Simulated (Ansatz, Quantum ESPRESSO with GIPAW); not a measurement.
## Shieldings and field gradients in Si3N4

Aim: the magnetic shielding tensor of every site in Si3N4 and the field gradients at its nuclei.

Calculated with Quantum ESPRESSO with GIPAW 8.0dev (patched build); DFT, PBEsol, plane-wave PAW (pslibrary 1.0.0 recipes), scalar-relativistic, GIPAW; a patched development version of the program.

## (1) The structure

The structure is hexagonal, space group P6_3/m (No. 176). Conventional cell: a = 7.595 Å, b = 7.595 Å, c = 2.902 Å, α = 90.00°, β = 90.00°, γ = 120.00°. Si has 4 N at 1.73 Å nearest. Nearest to N lie 3 Si at 1.73 Å. N has 3 Si at 1.73 Å nearest. Farther neighbours and most contacts between anions are not listed.

pw.x keeps only 6 of the group's operations on these coordinates and this grid; site symmetries below are those of the group.

The cell is an entry of the Crystallography Open Database; it need not be the form that is stable at ambient conditions.

This structure had its atoms relaxed beforehand (DFT, PBEsol, plane-wave PAW (pslibrary 1.0.0 recipes), Quantum ESPRESSO with GIPAW), starting from the database entry, since shieldings follow bond lengths closely.

## (2) Ground state

GIPAW is a response on top of the ground state, so the wavefunctions come first. Their errors pass straight into the induced current, hence the tight threshold. No empty states are asked for: the response is solved without them. The mesh has a spacing of 0.24 Å⁻¹ at most. The PAW files were made with ld1.x from the pslibrary 1.0.0 recipes, with GIPAW reconstruction switched on.

The input, scf.in:

```
&control
  calculation = 'scf'
  prefix = 'x'
  outdir = './tmp/'
  pseudo_dir = './'
/
&system
  ibrav = 0
  nat = 14
  ntyp = 2
  ecutwfc = 55
  ecutrho = 340
  nbnd = 32
/
&electrons
  conv_thr = 1.0d-10
  mixing_beta = 0.7
  electron_maxstep = 100
/
ATOMIC_SPECIES
  Si 28.085 Si.pbesol-n-kjpaw_psl.1.0.0-gipaw.UPF
  N 14.007 N.pbesol-n-kjpaw_psl.1.0.0-gipaw.UPF
CELL_PARAMETERS angstrom
  7.59500000 0.00000000 0.00000000
  -3.79750000 6.57746294 0.00000000
  0.00000000 0.00000000 2.90230000
ATOMIC_POSITIONS crystal
  Si 0.17320479 0.40636911 0.82560555
  Si 0.40636911 0.23316432 0.32560555
  Si 0.23316432 0.82679521 0.82560555
  Si 0.82679521 0.59363089 0.32560555
  Si 0.59363089 0.76683568 0.82560555
  Si 0.76683568 0.17320479 0.32560555
  N 0.66666667 0.33333333 0.32573890
  N 0.33333333 0.66666667 -0.17426110
  N 0.32981725 0.30086225 0.82561482
  N 0.30086225 0.97104500 0.32561482
  N 0.97104500 0.67018275 0.82561482
  N 0.67018275 0.69913775 0.32561482
  N 0.69913775 0.02895500 0.82561482
  N 0.02895500 0.32981725 0.32561482
K_POINTS automatic
  4 4 10 1 1 1
```

Started as:

```bash
mpirun -np 8 pw.x -nk 8 -in scf.in > scf.out
```

Log:

```text
[...]
as large as its charge; the limit is 4.5
     Functions over the limit replaced by smooth ones with the moment of the charge, as mend_augmentation asks: 2
     This moves results (see INPUT_PW). Waves and levels in the save fit builds from 8.0dev_s219 on
     using ibrav=0 with symmetry is DISCOURAGED, use correct ibrav instead

     bravais-lattice index     =            0
     lattice parameter (alat)  =      14.3525  a.u.
     unit-cell volume          =     978.4195 (a.u.)^3
     number of atoms/cell      =           14
     number of atomic types    =            2
     number of electrons       =        64.00
     number of Kohn-Sham states=           32
     kinetic-energy cutoff     =      55.0000  Ry
     charge density cutoff     =     340.0000  Ry
     scf convergence threshold =      1.0E-10
     mixing beta               =       0.7000
     number of iterations used =            8  plain     mixing
     Exchange-correlation= SLA-PW-PSX-PSC
                           (   1   4  10   8   0   0   0)
[...]
Si                4.00    28.08500     Si( 1.00)
     N                 5.00    14.00700     N ( 1.00)

      6 Sym. Ops. (no inversion) found ( 3 have fractional translation)
[...]
number of k points=    40
[...]
Dense  grid:   103383 G-vectors     FFT dimensions: (  90,  90,  36)

     Smooth grid:    53923 G-vectors     FFT dimensions: (  72,  72,  30)

     Check: negative core charge=   -0.000004

     Initial potential from superposition of free atoms

     starting charge      63.9967, renormalised to      64.0000
     Starting wfcs are   56 randomized atomic wfcs

     Self-consistent Calculation

     iteration #  1     ecut=    55.00 Ry     beta= 0.70
     Davidson diagonalization with overlap
     ethr =  1.00E-02,  avg # of iterations =  2.0

     total energy              =    -495.90513732 Ry
     estimated scf accuracy    <       3.90189690 Ry

     iteration #  2     ecut=    55.00 Ry     beta= 0.70
     Davidson diagonalization with overlap
     ethr =  6.10E-03,  avg # of iterations =  2.1

     total energy              =    -497.21756410 Ry
     estimated scf accuracy    <       1.84787893 Ry

     iteration #  3     ecut=    55.00 Ry     beta= 0.70
     Davidson diagonalization with overlap
     ethr =  2.89E-03,  avg # of iterations =  2.0

     total energy              =    -497.46300879 Ry
     estimated scf accuracy    <       0.03292057 Ry

[...]
total energy              =    -497.48413558 Ry
[...]
iteration # 13     ecut=    55.00 Ry     beta= 0.70
     Davidson diagonalization with overlap
     ethr =  9.50E-12,  avg # of iterations =  3.2

     total energy              =    -497.48413558 Ry
     estimated scf accuracy    <          2.5E-09 Ry

     iteration # 14     ecut=    55.00 Ry     beta= 0.70
     Davidson diagonalization with overlap
     ethr =  3.83E-12,  avg # of iterations =  2.1

     End of self-consistent calculation
     [one-electron energies left out]

!    total energy              =    -497.48413558 Ry
     total all-electron energy =     -4348.289940 Ry
     estimated scf accuracy    <          7.1E-11 Ry

     The total energy is the sum of the following terms:
     one-electron contribution =     -20.39917826 Ry
     hartree contribution      =      52.27957715 Ry
     xc contribution           =     -84.10319360 Ry
     ewald contribution        =    -176.96694038 Ry
     one-center paw contrib.   =    -268.29440050 Ry

     convergence has been achieved in  14 iterations
[...]
JOB DONE.
```

The job ended after 1.7 min (8 MPI ranks of Arm Neoverse N1, shared host; peak memory 1.6 GiB; 14 min of CPU time).

It converged in 14 cycles to an estimated accuracy of 7e-11 Ry, on 40 irreducible k-points.

## (3) Magnetic response

The job finds the current that a weak uniform field induces (applied as a long wave, q_gipaw) and the field that this current makes at each nucleus. On atoms with p or d valence electrons much of the paramagnetic part arises close to the nucleus, where the PAW partial waves rebuild the true states. pawproj makes the reconstruction use the PAW data sets' own projectors.

The input, nmr.in:

```
&inputgipaw
  job = 'nmr'
  prefix = 'x'
  tmp_dir = './tmp/'
  restart_mode = 'from_scratch'
  verbosity = 'low'
  q_gipaw = 0.01
  spline_ps = .true.
  conv_threshold = 1.0d-11
  use_nmr_macroscopic_shape = .false.
  pawproj(1) = .true.
  pawproj(2) = .true.
/
```

Started as:

```bash
mpirun -np 8 gipaw.x -in nmr.in > nmr.out
```

Log:

```text
[banner, memory and clock lines left out]
[a note of our patched build left out]

     Parallelizing q-star over 1 images

     IMPORTANT: XC functional enforced from input :
     Exchange-correlation= PBESOL
                           (   1   4  10   8   0   0   0)
     Any further DFT definition will be discarded
     Please, verify this is what you really want

     In N.pbesol-n-kjpaw_psl.1.0.0-gipaw.UPF the largest augmentation function (projectors 1 and 4, L = 1) is 9.4 times
     as large as its charge; the limit is 4.5
     Functions over the limit replaced by smooth ones with the moment of the charge, as in the saved run: 2

     Check: negative core charge=   -0.000004
[...]
WARNING: some symmetry operations do not permute x, y and z, so the susceptibility and the shape term are
     wrong: all shieldings move alike (in wurtzite BN nosym gave 13 and 6 ppm more at 3 and 6 points an axis).
     Run pw.x with nosym, and raise the mesh until the susceptibility stays

     alpha_pv=     36.2586 eV

     spline_ps is .false., expect some extrapolation errors

     q-space interpolation up to    66.00 Rydberg

     GIPAW job: nmr
     NMR macroscopic correction: no
[...]
Computing the magnetic susceptibility     isolve=0    ethr=  0.1000E-10
     Starting from scratch
     k-point #    1 of    40      pool #  1    cpu time:       1.9
[...]
End of magnetic susceptibility calculation

     f-sum rule (1st term):
           -63.1506          0.0008          0.0000
            -0.0008        -63.1506          0.0000
             0.0000          0.0000        -63.1718

     f-sum rule (2nd term):
            -1.0317         -0.0008          0.0000
             0.0008         -1.0317          0.0000
             0.0000          0.0000         -1.0090

     f-sum rule (should be   -64.1802):
           -64.1823          0.0000          0.0000
            -0.0000        -64.1823          0.0000
             0.0000          0.0000        -64.1808

[... susceptibilities left out ...]
     Contributions to the NMR chemical shifts: -------------------------------

     Macroscopic shape contribution in ppm:                    0.00
             0.0000          0.0000          0.0000
             0.0000          0.0000          0.0000
             0.0000          0.0000          0.0000

     Core contribution in ppm:

     Atom  1  Si  pos: ( -0.029980  0.351926  0.315491)  core sigma:         836.91
     Atom  2  Si  pos: (  0.289787  0.201926  0.124425)  core sigma:         836.91
     Atom  3  Si  pos: ( -0.180233  0.716026  0.315491)  core sigma:         836.91
     Atom  4  Si  pos: (  0.529980  0.514099  0.124425)  core sigma:         836.91
     Atom  5  Si  pos: (  0.210213  0.664099  0.315491)  core sigma:         836.91
     Atom  6  Si  pos: (  0.680233  0.150000  0.124425)  core sigma:         836.91
     Atom  7  N   pos: (  0.500000  0.288675  0.124476)  core sigma:         235.22
     Atom  8  N   pos: ( -0.000000  0.577350 -0.066591)  core sigma:         235.22
     Atom  9  N   pos: (  0.179386  0.260554  0.315495)  core sigma:         235.22
     Atom 10  N   pos: ( -0.184660  0.840950  0.124428)  core sigma:         235.22
     Atom 11  N   pos: (  0.635954  0.580395  0.315495)  core sigma:         235.22
     Atom 12  N   pos: (  0.320614  0.605471  0.124428)  core sigma:         235.22
     Atom 13  N   pos: (  0.684660  0.025076  0.315495)  core sigma:         235.22
     Atom 14  N   pos: ( -0.135954  0.285630  0.124428)  core sigma:         235.22

     Bare contribution in ppm:

     Atom  1  Si  pos: ( -0.029980  0.351926  0.315491)  bare sigma:         -31.47
[...]
Atom  2  Si  pos: (  0.289787  0.201926  0.124425)  bare sigma:         -31.47
[...]
Atom  3  Si  pos: ( -0.180233  0.716026  0.315491)  bare sigma:         -31.47
[...]
Atom  4  Si  pos: (  0.529980  0.514099  0.124425)  bare sigma:         -31.47
[...]
Atom  5  Si  pos: (  0.210213  0.664099  0.315491)  bare sigma:         -31.47
[...]
Atom  6  Si  pos: (  0.680233  0.150000  0.124425)  bare sigma:         -31.47
[...]
Atom  7  N   pos: (  0.500000  0.288675  0.124476)  bare sigma:           4.31
[...]
Atom  8  N   pos: ( -0.000000  0.577350 -0.066591)  bare sigma:           4.31
[...]
Atom  9  N   pos: (  0.179386  0.260554  0.315495)  bare sigma:          13.04
[...]
Atom 10  N   pos: ( -0.184660  0.840950  0.124428)  bare sigma:          13.04
[...]
Atom 11  N   pos: (  0.635954  0.580395  0.315495)  bare sigma:          13.04
[...]
Atom 12  N   pos: (  0.320614  0.605471  0.124428)  bare sigma:          13.04
[...]
Atom 13  N   pos: (  0.684660  0.025076  0.315495)  bare sigma:          13.04
[...]
Atom 14  N   pos: ( -0.135954  0.285630  0.124428)  bare sigma:          13.04
[...]
Diamagnetic contribution in ppm:

     Atom  1  Si  pos: ( -0.029980  0.351926  0.315491)  dia sigma:           1.86
[...]
Atom  7  N   pos: (  0.500000  0.288675  0.124476)  para sigma:         -82.43
[...]
Atom  8  N   pos: ( -0.000000  0.577350 -0.066591)  para sigma:         -82.43
[...]
Atom  9  N   pos: (  0.179386  0.260554  0.315495)  para sigma:         -70.92
[...]
Atom 10  N   pos: ( -0.184660  0.840950  0.124428)  para sigma:         -70.92
[...]
Atom 11  N   pos: (  0.635954  0.580395  0.315495)  para sigma:         -70.92
[...]
Atom 12  N   pos: (  0.320614  0.605471  0.124428)  para sigma:         -70.92
[...]
Atom 13  N   pos: (  0.684660  0.025076  0.315495)  para sigma:         -70.92
[...]
Atom 14  N   pos: ( -0.135954  0.285630  0.124428)  para sigma:         -70.92
[...]
Paramagnetic US occ-occ contribution in ppm:

     Atom  1  Si  pos: ( -0.029980  0.351926  0.315491)  para_oo sigma:          -2.85
[...]
Atom  2  Si  pos: (  0.289787  0.201926  0.124425)  para_oo sigma:          -2.85
[...]
Atom  3  Si  pos: ( -0.180233  0.716026  0.315491)  para_oo sigma:          -2.85
[...]
Atom  4  Si  pos: (  0.529980  0.514099  0.124425)  para_oo sigma:          -2.85
[...]
Atom  5  Si  pos: (  0.210213  0.664099  0.315491)  para_oo sigma:          -2.85
[...]
Atom  6  Si  pos: (  0.680233  0.150000  0.124425)  para_oo sigma:          -2.85
[...]
Atom  7  N   pos: (  0.500000  0.288675  0.124476)  para_oo sigma:          -1.16
[...]
Atom  8  N   pos: ( -0.000000  0.577350 -0.066591)  para_oo sigma:          -1.16
[...]
Atom  9  N   pos: (  0.179386  0.260554  0.315495)  para_oo sigma:          -1.12
[...]
Atom 10  N   pos: ( -0.184660  0.840950  0.124428)  para_oo sigma:          -1.12
[...]
Atom 11  N   pos: (  0.635954  0.580395  0.315495)  para_oo sigma:          -1.12
[...]
Atom 12  N   pos: (  0.320614  0.605471  0.124428)  para_oo sigma:          -1.12
[...]
Atom 13  N   pos: (  0.684660  0.025076  0.315495)  para_oo sigma:          -1.12
[...]
Atom 14  N   pos: ( -0.135954  0.285630  0.124428)  para_oo sigma:          -1.12
[...]
Paramagnetic US L_R Q_R contribution in ppm:

     Atom  1  Si  pos: ( -0.029980  0.351926  0.315491)  para_lq sigma:          10.66
[...]
Atom  2  Si  pos: (  0.289787  0.201926  0.124425)  para_lq sigma:          10.66
[...]
Atom  3  Si  pos: ( -0.180233  0.716026  0.315491)  para_lq sigma:          10.66
[...]
Atom  4  Si  pos: (  0.529980  0.514099  0.124425)  para_lq sigma:          10.66
[...]
Atom  5  Si  pos: (  0.210213  0.664099  0.315491)  para_lq sigma:          10.66
[...]
Atom  6  Si  pos: (  0.680233  0.150000  0.124425)  para_lq sigma:          10.66
[...]
Atom  7  N   pos: (  0.500000  0.288675  0.124476)  para_lq sigma:         -50.02
[...]
Atom  8  N   pos: ( -0.000000  0.577350 -0.066591)  para_lq sigma:         -50.02
[...]
Atom  9  N   pos: (  0.179386  0.260554  0.315495)  para_lq sigma:         -50.18
[...]
Atom 10  N   pos: ( -0.184660  0.840950  0.124428)  para_lq sigma:         -50.18
[...]
Atom 11  N   pos: (  0.635954  0.580395  0.315495)  para_lq sigma:         -50.18
[...]
Atom 12  N   pos: (  0.320614  0.605471  0.124428)  para_lq sigma:         -50.18
[...]
Atom 13  N   pos: (  0.684660  0.025076  0.315495)  para_lq sigma:         -50.18
[...]
Atom 14  N   pos: ( -0.135954  0.285630  0.124428)  para_lq sigma:         -50.18
[...]
Total NMR chemical shifts in ppm: ---------------------------------------
     (adopting the Simpson convention for anisotropy and asymmetry)-----------

     Atom  1  Si  pos: ( -0.029980  0.351926  0.315491)  Total sigma:         374.38
           359.2963         -7.1231          0.0195
             6.2007        380.1968          0.0062
             0.0204         -0.0013        383.6383

     Si      1    anisotropy:    -22.64    eta:    0.2274
[...]
Atom  2  Si  pos: (  0.289787  0.201926  0.124425)  Total sigma:         374.38
[... its tensor is left out ...]
     Atom  3  Si  pos: ( -0.180233  0.716026  0.315491)  Total sigma:         374.38
[... its tensor is left out ...]
     Atom  4  Si  pos: (  0.529980  0.514099  0.124425)  Total sigma:         374.38
[... its tensor is left out ...]
     Atom  5  Si  pos: (  0.210213  0.664099  0.315491)  Total sigma:         374.38
[... its tensor is left out ...]
     Atom  6  Si  pos: (  0.680233  0.150000  0.124425)  Total sigma:         374.38
[... its tensor is left out ...]
     Atom  7  N   pos: (  0.500000  0.288675  0.124476)  Total sigma:         113.17
            99.8483          3.6350          0.0000
            -3.6350         99.8483         -0.0000
            -0.0000         -0.0000        139.8192

     N       7    anisotropy:     39.97    eta:    0.0000
[...]
Atom  8  N   pos: ( -0.000000  0.577350 -0.066591)  Total sigma:         113.17
[... its tensor is left out ...]
     Atom  9  N   pos: (  0.179386  0.260554  0.315495)  Total sigma:         133.25
           133.2719          5.1789          0.0003
             5.1179        151.8145         -0.0067
            -0.0004         -0.0063        114.6619

     N       9    anisotropy:     29.85    eta:    0.8682
[...]
Atom 10  N   pos: ( -0.184660  0.840950  0.124428)  Total sigma:         133.25
[... its tensor is left out ...]
     Atom 11  N   pos: (  0.635954  0.580395  0.315495)  Total sigma:         133.25
[... its tensor is left out ...]
     Atom 12  N   pos: (  0.320614  0.605471  0.124428)  Total sigma:         133.25
[... its tensor is left out ...]
     Atom 13  N   pos: (  0.684660  0.025076  0.315495)  Total sigma:         133.25
[... its tensor is left out ...]
     Atom 14  N   pos: ( -0.135954  0.285630  0.124428)  Total sigma:         133.25
[... its tensor is left out ...]
```

It took 27 min on 8 MPI ranks; peak memory 0.98 GiB.

The f-sum rule is met to 0.0021 of 64.2 (0.003 %). Converged shieldings require that this miss be small, but a small miss does not prove them. gipaw.x warns that with these symmetry operations the susceptibility and the shape term are unreliable; the other terms are not touched. This build smooths some augmentation functions of the files as it reads them, which, it says, moves results; by how much was not measured here.

From the symmetric part of each tensor, with principal values σ11 ≤ σ22 ≤ σ33: σ_iso is their mean, the span is σ33 − σ11 and the skew 3(σ_iso − σ22)/span. (gipaw.x prints an anisotropy in another convention.)

```csv
site,atom no.,atoms in cell,σ_iso (ppm),span (ppm),skew
Si,1,6,374.4,24.4,-0.72
N(1),7,2,113.2,40.0,1.00
N(2),9,6,133.2,38.5,0.10
```

The macroscopic shape term is switched off. For a spherical sample the valence susceptibility of this run would add about 9 ppm to every site, a rough estimate, since the susceptibility converges slowly and lacks part of the PAW terms, above all in hexagonal and trigonal cells. Differences within the crystal don't depend on it, but shieldings of different compounds can't be compared to better than a few ppm without it.

An axis of order three or more runs through N(1), so two principal values coincide and the skew is ±1. In this run the largest span is that of N(1) (site symmetry -6), with principal values 99.8, 99.8 and 139.8 ppm.

How the isotropic values are made up (ppm). The core part is that of the free atom's core; bare is the current of the smooth valence states; the last two are what the PAW spheres add to the diamagnetic and the paramagnetic current:

```csv
site,core,bare,"reconstruction, dia","reconstruction, para"
Si,836.9,-31.5,1.9,-432.9
N(1),235.2,4.3,7.2,-133.6
N(2),235.2,13.0,7.2,-122.2
```

[end of part 1 of 2]

[Banner, clock, file and message-heading lines were taken out of the pw.x and gipaw.x logs.]

[Logs are printed without paths, hosts, clocks, repeated set-up lines and the standing remarks that a program may print on its own settings, such as how far it seeks lower states.]

[Hosts, paths, dates, database ids (printed as entryN), source tags and the programs' standing remarks are cut or masked in the printed files.]

[Where no reference line passes its bar on scatter, no shift is given, so a measured shift of this compound may stand uncompared.]
